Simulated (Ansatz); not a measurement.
# Tc of HfC (Fm-3m) from its phonons, part 2 of 2

Aim: the phonon-mediated transition temperature of HfC (Fm-3m) at ambient pressure, over a range of μ*. The cell shown first is a relaxed one, from steps not shown here.

Ansatz 0.2.0; DFT PBE, scalar-relativistic, plane waves, PAW; PAW set soft_1.

So far, log mean phonon energy ħω_log (meV): step 2 (resistivity: q 3×3×3, k 12×12×12, scattering 16×16×16) 37.5.

## (3) Resistivity: q 4×4×4, k 12×12×12, scattering 20×20×20

The next rung changes the q mesh, which sets the reach of the force constants and couplings; the scattering mesh, which samples the Fermi surface.

input.yaml reads:

```yaml
crystal:
  lattice:
    - [0.0, 2.3258159997, 2.3258159997]
    - [2.3258159997, 0.0, 2.3258159997]
    - [2.3258159997, 2.3258159997, 0.0]
  atoms:
    - { symbol: Hf, position: [0.5, 0.5, 0.5] }
    - { symbol: C, position: [0.0, 0.0, 0.0] }
kpoints:
  mp_grid: { grid: [12, 12, 12] }
hamiltonian:
  xc: pbe
  pseudopotentials: { kind: paw, azcp: { folder: soft_1 } }
scf:
  occupations: { method: methfessel_paxton, width: 0.2 }
output:
  eigenvalues: true
phonons:
  method: dfpt
  qmesh: [4, 4, 4]
  temperatures: { t_max: 1000, t_step: 50 }
  qpath:
    path:
      - [[0.0, 0.0, 0.0], [0.5, 0.0, 0.5], [0.625, 0.25, 0.625]]
      - [[0.375, 0.375, 0.75], [0.0, 0.0, 0.0], [0.5, 0.5, 0.5], [0.5, 0.25, 0.75], [0.5, 0.0, 0.5]]
    npoints: 6
  electrical_resistivity:
    mesh: [20, 20, 20]
    temperatures: [20.0, 50.0, 80.0, 100.0, 150.0, 200.0, 273.0, 300.0, 400.0, 500.0, 600.0, 800.0]
  superconductivity: { mesh: [20, 20, 20] }
```

Command:

```console
$ ansatz run input.yaml --threads 16 --pin off --max-ram 92160MiB --backend cuda --events-out ev --progress --plain --runs-dir out --max-vram 78GiB
```

Numbers of over 12 decimals in the logs are rounded to 6 here.

The program printed:

```text
[...]
Crystal: 2 atoms, lattice volume = 25.163 Å³
Basis set: ecut = 420 eV, 531 PW (Γ), exchange–correlation on 48×48×48 points (8 copies of the dense FFT grid, shifted against one another)
Bands: 19, of which v1, the nominal top of the filled ones, is band 15 counted from 1 (14 counted from 0)
Symmetry: 48 space group operations
k-points: 72 of 1728
[...]
SCF iter   1: F=—  HF=-15975.673896 eV  |F-HF|=—  |Δ(HF+E_count)|=         —  Δρ=9.36e-2  dr2=3.07e0  ethr=3.10e-3  ⟨swp⟩=4.4  Hψ=5821  notcnv=0
[...]
SCF iter   3: F=—  HF=-15974.987241 eV  |F-HF|=—  |Δ(HF+E_count)|=   5.29e-2  S|Δr|=    0.00e0  Δρ=1.08e-2  dr2=1.72e-2  ethr=1.01e-3  ⟨swp⟩=2.2  Hψ=2648  notcnv=0
[...]
SCF iter   9: F=-15974.986234 eV  HF=-15974.986234 eV  |F-HF|=1.82e-12  |Δ(HF+E_count)|=  3.40e-10  S|Δr|=    0.00e0  Δρ=1.36e-7  dr2=1.88e-12  ethr=1.00e-12  ⟨swp⟩=10.7  Hψ=14239  notcnv=0
SCF 1 converged in 9 iterations: F = -15974.986234 eV  dr2 = 1.88e-12
[...]
SCF iter   1: F=—  HF=-15974.986193 eV  |F-HF|=—  |Δ(HF+E_count)|=         —  Δρ=1.25e-7  dr2=2.06e-12  ethr=5.15e-9  ⟨swp⟩=5.2  Hψ=11954  notcnv=0
[...]
SCF iter   2: F=-15974.986234 eV  HF=-15974.986234 eV  |F-HF|=1.27e-11  |Δ(HF+E_count)|=   4.08e-5  S|Δr|=    0.00e0  Δρ=2.24e-7  dr2=7.54e-12  ethr=1.00e-12  ⟨swp⟩=6.5  Hψ=10256  notcnv=0
SCF 2 converged in 2 iterations: F = -15974.986234 eV  dr2 = 7.54e-12
[...]
NSCF: frozen V_eff on 72 k-points, pencils in batches of 32, up to order 76
[...]
NSCF: frozen V_eff on 72 k-points
[...]
SCF 3 converged in 9 iterations: F = -15974.986234 eV  dr2 = 1.88e-12
[...]
SCF converged after 9 iterations
[...]
--- Electrical resistivity: potentials and phonons of a 4×4×4 supercell ---
[...]
at the Fermi level of each mesh (of a tensor a third of its trace):
[...]
20×20×20                     0.1373              3.4648    0.1823    0.2073          37.322
       10×10×10                     0.1167              3.2920    0.1769    0.1869          38.881
          5×5×5                     0.3659              3.2674    0.3183    0.5239          35.577
  resistivity on the deck's mesh, µΩ·cm:
[...]
20.00     7.9831e-3              no     7.9831e-3     7.9831e-3     7.9831e-3       1.7177e-2         1.1571e-2
     50.00     3.1824e-1              no     3.1824e-1     3.1824e-1     3.1824e-1       4.4205e-1         3.1492e-1
     80.00      1.1008e0              no      1.1008e0      1.1008e0      1.1008e0        1.2962e0          1.0518e0
    100.00      1.7556e0             yes      1.7556e0      1.7556e0      1.7556e0        2.0183e0          1.6737e0
    150.00      3.9669e0              no      3.9669e0      3.9669e0      3.9669e0        4.5383e0          3.7892e0
    200.00      7.0577e0              no      7.0577e0      7.0577e0      7.0577e0        7.8983e0          6.7390e0
    273.00      1.2454e1              no      1.2454e1      1.2454e1      1.2454e1        1.3427e1          1.1857e1
    300.00      1.4541e1              no      1.4541e1      1.4541e1      1.4541e1        1.5521e1          1.3830e1
    400.00      2.2200e1              no      2.2200e1      2.2200e1      2.2200e1        2.3193e1          2.1067e1
    500.00      2.9528e1              no      2.9528e1      2.9528e1      2.9528e1        3.0612e1          2.7993e1
    600.00      3.6499e1              no      3.6499e1      3.6499e1      3.6499e1        3.7772e1          3.4589e1
    800.00      4.9578e1              no      4.9578e1      4.9578e1      4.9578e1        5.1430e1          4.6977e1
[...]
vibrations of 64 cells: unjudged by the run; compare a larger repeat
[...]
--- Superconductivity: potentials and phonons of a 4×4×4 supercell ---
           mesh         λ    ħω_log (meV)  μ* declared at (meV)
       20×20×20    0.1823          37.322               50.797
       10×10×10    0.1769          38.881               51.776
          5×5×5    0.3183          35.577               49.145
  λ by the species' shares of the modes' patterns: Hf 0.0682, C 0.1140
[...]
0.08      0.001         0.001    none_found    none_found    none_found    none_found     none_found
      0.10      0.000         0.000    none_found    none_found    none_found    none_found     none_found
      0.12      0.000         0.000    none_found    none_found    none_found    none_found     none_found
      0.13      0.000         0.000    none_found    none_found    none_found    none_found     none_found
      0.14      0.000         0.000    none_found    none_found    none_found    none_found     none_found
      0.16      0.000         0.000    none_found    none_found    none_found    none_found     none_found
      0.20          -             -    none_found    none_found    none_found    none_found     none_found
  none_found: no transition down to 0.1 K
[...]
vibrations of 64 cells: unjudged by the run; compare a larger repeat
[...]
```

Elapsed: 20 s, on 1 × NVIDIA GB200 with 16 threads of Arm Neoverse V2, shared host; peak memory 2.6 GiB.

Numbers from this step:

| Property | Result |
| --- | --- |
| zero-point energy | 0.1318 eV/cell |
| highest frequency, solved or plainly interpolated | 682.6 cm⁻¹ |
| Debye temperature (second moment) | 761 K |
| resistivity at 300 K | 14.54 μΩ cm |
| coupling constant λ | 0.1823 |
| density of states at the Fermi level | 0.1373 states/eV a spin and cell |
| log mean phonon energy ħω_log | 37.32 meV |
| transport coupling constant λ_tr | 0.2073, 0.2073, 0.2073 (xx, yy, zz) |
| Drude plasma energy | 3.465, 3.465, 3.465 eV (xx, yy, zz) |
| resistivity times mean free path | 29.04, 29.04, 29.04 × 10⁻¹⁶ Ω m² (xx, yy, zz) |
| second-moment phonon energy ħω₂ | 50.80 meV |
| coupling λ by branch | 0.0295, 0.0206, 0.0172, 0.0468, 0.0403, 0.0277 (branches by rank of frequency) |

An empty cell: under 1 mK by a formula, or no transition down to the floor of the Eliashberg search. Transition temperatures:

```
  μ*  McMillan Tc (K)  Allen–Dynes Tc (K)
0.08                -                   -
 0.1                -                   -
0.12                -                   -
0.13                -                   -
0.14                -                   -
0.16                -                   -
 0.2                -                   -
```

Between step 2 and this run (scattering mesh 20×20×20 and q mesh 4×4×4) the value for the log mean phonon energy ħω_log moves from 37.5 meV to 37.3 meV.

## (4) Resistivity: q 4×4×4, k 20×20×20, scattering 28×28×28

The next rung changes the k mesh of the density and its response; the scattering mesh, which samples the Fermi surface.

input.yaml, as its differences from that of step 3:

```diff
@@ -9,3 +9,3 @@
 kpoints:
-  mp_grid: { grid: [12, 12, 12] }
+  mp_grid: { grid: [20, 20, 20] }
 hamiltonian:
@@ -27,4 +27,4 @@
   electrical_resistivity:
-    mesh: [20, 20, 20]
+    mesh: [28, 28, 28]
     temperatures: [20.0, 50.0, 80.0, 100.0, 150.0, 200.0, 273.0, 300.0, 400.0, 500.0, 600.0, 800.0]
-  superconductivity: { mesh: [20, 20, 20] }
+  superconductivity: { mesh: [28, 28, 28] }
```

The program printed:

```text
[...]
Crystal: 2 atoms, lattice volume = 25.163 Å³
Basis set: ecut = 420 eV, 531 PW (Γ), exchange–correlation on 48×48×48 points (8 copies of the dense FFT grid, shifted against one another)
Bands: 19, of which v1, the nominal top of the filled ones, is band 15 counted from 1 (14 counted from 0)
Symmetry: 48 space group operations
k-points: 256 of 8000
[...]
SCF iter   1: F=—  HF=-15975.673340 eV  |F-HF|=—  |Δ(HF+E_count)|=         —  Δρ=9.34e-2  dr2=3.06e0  ethr=3.10e-3  ⟨swp⟩=4.5  Hψ=20799  notcnv=0
[...]
SCF iter   2: F=—  HF=-15975.041524 eV  |F-HF|=—  |Δ(HF+E_count)|=   6.32e-1  S|Δr|=    0.00e0  Δρ=3.44e-2  dr2=3.05e-1  ethr=3.10e-3  ⟨swp⟩=2.3  Hψ=9436  notcnv=0
[...]
SCF iter  11: F=-15974.986382 eV  HF=-15974.986382 eV  |F-HF|=1.82e-12  |Δ(HF+E_count)|=  1.64e-11  S|Δr|=    0.00e0  Δρ=6.61e-8  dr2=5.46e-13  ethr=1.00e-12  ⟨swp⟩=9.3  Hψ=38020  notcnv=0
SCF 1 converged in 11 iterations: F = -15974.986382 eV  dr2 = 5.46e-13
[...]
SCF iter   2: F=-15974.986382 eV  HF=-15974.986382 eV  |F-HF|=5.46e-12  |Δ(HF+E_count)|=   3.89e-5  S|Δr|=    0.00e0  Δρ=5.65e-8  dr2=6.35e-13  ethr=1.00e-12  ⟨swp⟩=9.7  Hψ=33506  notcnv=0
SCF 2 converged in 2 iterations: F = -15974.986382 eV  dr2 = 6.35e-13
[...]
SCF 3 converged in 11 iterations: F = -15974.986382 eV  dr2 = 5.45e-13
[...]
SCF converged after 11 iterations
[...]
80.00      1.0440e0              no      1.0440e0      1.0440e0      1.0440e0        1.2223e0         9.9175e-1
    100.00      1.6676e0              no      1.6676e0      1.6676e0      1.6676e0        1.9087e0          1.5794e0
    150.00      3.7884e0              no      3.7885e0      3.7885e0      3.7884e0        4.3258e0          3.5938e0
    200.00      6.7710e0              no      6.7710e0      6.7710e0      6.7710e0        7.5702e0          6.4190e0
    273.00      1.2001e1              no      1.2001e1      1.2001e1      1.2001e1        1.2937e1          1.1342e1
    300.00      1.4028e1              no      1.4028e1      1.4028e1      1.4028e1        1.4976e1          1.3246e1
    400.00      2.1491e1              no      2.1491e1      2.1491e1      2.1491e1        2.2471e1          2.0254e1
    500.00      2.8656e1              no      2.8656e1      2.8656e1      2.8656e1        2.9744e1          2.6996e1
    600.00      3.5490e1              no      3.5490e1      3.5490e1      3.5490e1        3.6778e1          3.3441e1
    800.00      4.8331e1              no      4.8331e1      4.8331e1      4.8331e1        5.0217e1          4.5583e1
[...]
Hall coefficient in a weak field at 50 K (a third of the trace): 7.182e-10 m³/C (as a tensor it moves by 26.4 % between the two finest meshes); by each state's relaxation time: 3.722e-10 m³/C; by a constant relaxation time: (none: it, or that of a finer mesh, parts from a neighbouring mesh's by over half of the finer one's)
[...]
vibrations of 64 cells: unjudged by the run; compare a larger repeat
[...]
--- Superconductivity: potentials and phonons of a 4×4×4 supercell ---
           mesh         λ    ħω_log (meV)  μ* declared at (meV)
       28×28×28    0.1804          37.363               50.826
       14×14×14    0.1868          37.938               51.212
          7×7×7    0.2251          36.901               50.820
  λ by the species' shares of the modes' patterns: Hf 0.0672, C 0.1132
[...]
0.08      0.001         0.001    none_found    none_found    none_found    none_found     none_found
      0.10      0.000         0.000    none_found    none_found    none_found    none_found     none_found
      0.12      0.000         0.000    none_found    none_found    none_found    none_found     none_found
      0.13      0.000         0.000    none_found    none_found    none_found    none_found     none_found
      0.14      0.000         0.000    none_found    none_found    none_found    none_found     none_found
      0.16      0.000         0.000    none_found    none_found    none_found    none_found     none_found
      0.20          -             -    none_found    none_found    none_found    none_found     none_found
  none_found: no transition down to 0.1 K
[...]
vibrations of 64 cells: unjudged by the run; compare a larger repeat
[...]
```

Wall time 32 s (1 × NVIDIA GB200 with 16 threads); peak memory 2.8 GiB; 4.3 min of CPU time.

Numbers from this step:

```
zero-point energy                    : 0.1319 eV/cell
resistivity at 300 K                 : 14.03 μΩ cm
coupling constant λ                  : 0.1804
density of states at the Fermi level : 0.133 states/eV a spin and cell
log mean phonon energy ħω_log        : 37.36 meV
transport coupling constant λ_tr     : 0.2037, 0.2037, 0.2037 (xx, yy, zz)
Drude plasma energy                  : 3.542, 3.542, 3.542 eV (xx, yy, zz)
resistivity times mean free path     : 27.94, 27.94, 27.94 × 10⁻¹⁶ Ω m² (xx, yy, zz)
second-moment phonon energy ħω₂      : 50.83 meV
coupling λ by branch                 : 0.0288, 0.02, 0.0175, 0.0466, 0.0389, 0.0286 (branches by rank of frequency)
```

An empty cell: under 1 mK by a formula, or no transition down to the floor of the Eliashberg search. Transition temperatures:

```
  μ*  McMillan Tc (K)  Allen–Dynes Tc (K)
0.08                -                   -
 0.1                -                   -
0.12                -                   -
0.13                -                   -
0.14                -                   -
0.16                -                   -
 0.2                -                   -
```

The Eliashberg function α²F has structure finer than the step of the table below, so its rows give means over 2.5 meV, whole bins alone (the curve runs from 0.331 to 84.3 meV). Peaks (meV: height): α²F 18.18: 0.153, 60.50: 0.373, 71.08: 0.118; α²F tr 18.18: 0.157, 60.50: 0.457, 71.08: 0.129.

Eliashberg function α²F against phonon energy; means over each step:

```
phonon energy (meV)      α²F   α²F tr
                2.5   2.9e-4   8.4e-5
                5.0  0.00170  0.00120
                7.5  0.00533  0.00531
               10.0  0.00993   0.0111
               12.5   0.0128   0.0156
               15.0   0.0235   0.0321
               17.5   0.0813   0.0926
               20.0   0.0390   0.0400
               22.5   0.0312   0.0302
               25.0   0.0154   0.0143
               27.5   2.7e-4   4.1e-4
               30.0        0        0
               32.5        0        0
               35.0        0        0
               37.5        0        0
               40.0        0        0
               42.5        0        0
               45.0        0        0
               47.5        0        0
               50.0        0        0
               52.5   0.0486   0.0336
               55.0    0.137    0.136
               57.5    0.189    0.248
               60.0    0.301    0.382
               62.5    0.244    0.248
               65.0    0.122    0.139
               67.5    0.111    0.129
               70.0   0.0814   0.0965
               72.5   0.0712   0.0816
               75.0   0.0600   0.0722
               77.5   0.0400   0.0431
               80.0   0.0186   0.0250
               82.5   4.1e-4   8.5e-4
```

The Eliashberg function α²F has structure finer than the step of the table below, so its rows give means over 2.5 meV, whole bins alone (the curve runs from 0.331 to 84.3 meV). Peaks (meV: height): α²F 18.18: 0.153, 60.50: 0.373, 71.08: 0.118; Hf 18.18: 0.153, 23.47: 0.0534; C 60.50: 0.371, 71.08: 0.117.

Table of Eliashberg function α²F by phonon energy; means over each step:

```
phonon energy (meV)      α²F       Hf       C
                2.5   2.9e-4   2.9e-4  2.3e-6
                5.0  0.00170  0.00160  8.9e-5
                7.5  0.00533  0.00509  2.2e-4
               10.0  0.00993  0.00962  3.0e-4
               12.5   0.0128   0.0125  3.0e-4
               15.0   0.0235   0.0232  3.0e-4
               17.5   0.0813   0.0810  2.9e-4
               20.0   0.0390   0.0388  1.2e-4
               22.5   0.0312   0.0312  9.4e-5
               25.0   0.0154   0.0154  7.7e-6
               27.5   2.7e-4   2.7e-4       0
               30.0        0        0       0
               32.5        0        0       0
               35.0        0        0       0
               37.5        0        0       0
               40.0        0        0       0
               42.5        0        0       0
               45.0        0        0       0
               47.5        0        0       0
               50.0        0        0       0
               52.5   0.0486  0.00249  0.0461
               55.0    0.137  0.00533   0.132
               57.5    0.189  0.00443   0.184
               60.0    0.301  0.00285   0.298
               62.5    0.244  0.00146   0.242
               65.0    0.122   8.3e-4   0.121
               67.5    0.111   6.6e-4   0.111
               70.0   0.0814   4.7e-4  0.0809
               72.5   0.0712   3.9e-4  0.0708
               75.0   0.0600   3.0e-4  0.0597
               77.5   0.0400   1.1e-4  0.0399
               80.0   0.0186        0  0.0186
               82.5   4.1e-4        0  4.1e-4
```

## (5) Results

```
meshes                        : q 4×4×4, k 20×20×20, scattering 28×28×28
coupling constant λ           : 0.180
log mean phonon energy ħω_log : 37.4 meV
```

What this shows: In the last run (PBE, q 4×4×4, k 20×20×20, scattering 28×28×28), with λ = 0.18 and ħω_log = 37.4 meV, Tc at μ* = 0.13 is under 1 mK by the formulas. In that run Allen and Dynes's formula gives no transition above 0.05 K at μ* = 0.10 or more. By the run's own test λ is not converged in the fine mesh: it moves by 4 % between the two finest, and by up to 8 % in the other runs. The run's transport test calls it not converged in the mesh; ρ(300 K) moves by 11 % in the component that moves most. Over the runs, λ takes the values 0.193, 0.182 and 0.180, in the order shown. No spin–orbit coupling, which matters for Hf. μ* is a typed number, phonons are harmonic, and spin fluctuations are left out; with λ this near or under μ*(1 + 0.62 λ), the formulas give Tc only to its order of magnitude, or none.

[Logs are printed without paths, hosts, clocks, repeated set-up lines and the standing remarks that a program may print on its own settings, such as how far it seeks lower states.]

[Hosts, paths, dates, database ids (printed as entryN), source tags and the programs' standing remarks are cut or masked in the printed files.]
